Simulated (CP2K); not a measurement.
Consider 2-cyanopyridine at its PBE geometry (Å).

```xyz
12

N     3.6971   -0.0798   -0.0958
C     2.5346    0.0111   -0.0663
C     1.0940    0.0921   -0.0335
C     0.3330   -1.0749    0.1482
C    -1.0564   -0.9572    0.1602
C    -1.6272    0.3049   -0.0067
C    -0.7781    1.4057   -0.1746
N     0.5593    1.3234   -0.1910
H     0.8246   -2.0386    0.2733
H    -1.6832   -1.8379    0.2966
H    -2.7080    0.4416   -0.0079
H    -1.1896    2.4096   -0.3024
```

Method: CP2K XAS_TDP, all-electron GAPW, PBEh(45%), aug-cc-pVDZ, TDA, GW2X-corrected core level, no relativity.

Question: Where do the C K-edge lines lie, and how strong are they?

Leading lines: C2 288.27 eV, C3 287.70 eV, C4 286.98 eV, C5 287.02 eV, C6 286.85 eV and C7 287.48 eV. The leading line of an atom is its first one with 35 % of the strongest within 2.5 eV of its lowest line over the strength cut. Core ionisation energies at this level: C5 293.29, C7 293.58, C4 293.03, C6 292.91, C2 293.83 and C3 294.07 eV.

The first six lines of each atom with a strength over 0.0015:

| atom | energy (eV) | states | strength, one atom | above the computed threshold |
| --- | --- | --- | --- | --- |
| C2 (bonded to C and N) | 288.27 | 1 | 0.0303 |  |
|  | 288.88 | 1 | 0.0555 |  |
|  | 290.87 | 1 | 0.0015 |  |
|  | 291.78 | 1 | 0.0293 |  |
|  | 293.56 | 1 | 0.0018 |  |
|  | 293.62 | 1 | 0.0016 |  |
| C3 (bonded to 2 C and N) | 287.70 | 1 | 0.0460 |  |
|  | 291.87 | 1 | 0.0045 |  |
|  | 292.31 | 1 | 0.0041 |  |
|  | 292.99 | 1 | 0.0112 |  |
|  | 293.04 | 1 | 0.0060 |  |
|  | 293.54 | 1 | 0.0053 |  |
| C4 (bonded to 2 C and H) | 286.98 | 1 | 0.0512 |  |
|  | 290.69 | 1 | 0.0124 |  |
|  | 291.75 | 1 | 0.0031 |  |
|  | 291.92 | 1 | 0.0024 |  |
|  | 292.27 | 1 | 0.0044 |  |
|  | 292.38 | 1 | 0.0040 |  |
| C5 (bonded to 2 C and H) | 287.02 | 1 | 0.0530 |  |
|  | 290.77 | 1 | 0.0122 |  |
|  | 292.21 | 1 | 0.0029 |  |
|  | 292.54 | 1 | 0.0045 |  |
|  | 292.63 | 1 | 0.0021 |  |
|  | 292.90 | 1 | 0.0063 |  |
| C6 (bonded to 2 C and H) | 286.85 | 1 | 0.0484 |  |
|  | 290.43 | 1 | 0.0122 |  |
|  | 291.62 | 1 | 0.0019 |  |
|  | 291.87 | 1 | 0.0023 |  |
|  | 292.05 | 1 | 0.0094 |  |
|  | 292.56 | 1 | 0.0022 |  |
| C7 (bonded to C, N and H) | 287.48 | 1 | 0.0552 |  |
|  | 291.35 | 1 | 0.0116 |  |
|  | 292.29 | 1 | 0.0035 |  |
|  | 292.97 | 1 | 0.0046 |  |
|  | 293.01 | 1 | 0.0019 |  |
|  | 293.09 | 1 | 0.0038 |  |

Lines are vertical, at one geometry, with no vibrational structure. GW2X ionisation energies and lines can be off by 1 to 2 eV either way, and a good line position may hide errors that cancel. These values hold no scalar relativity, about 0.1 eV for C 1s. Rydberg lines, and the discretised continuum above threshold, depend on the basis and the box.

[Banner, clock and machine lines of the logs are left out without a mark of their own.]

[Logs are printed without paths, hosts, clocks, repeated set-up lines and the standing remarks that a program may print on its own settings, such as how far it seeks lower states.]

[Hosts, paths, dates, database ids (printed as entryN), source tags and the programs' standing remarks are cut or masked in the printed files.]
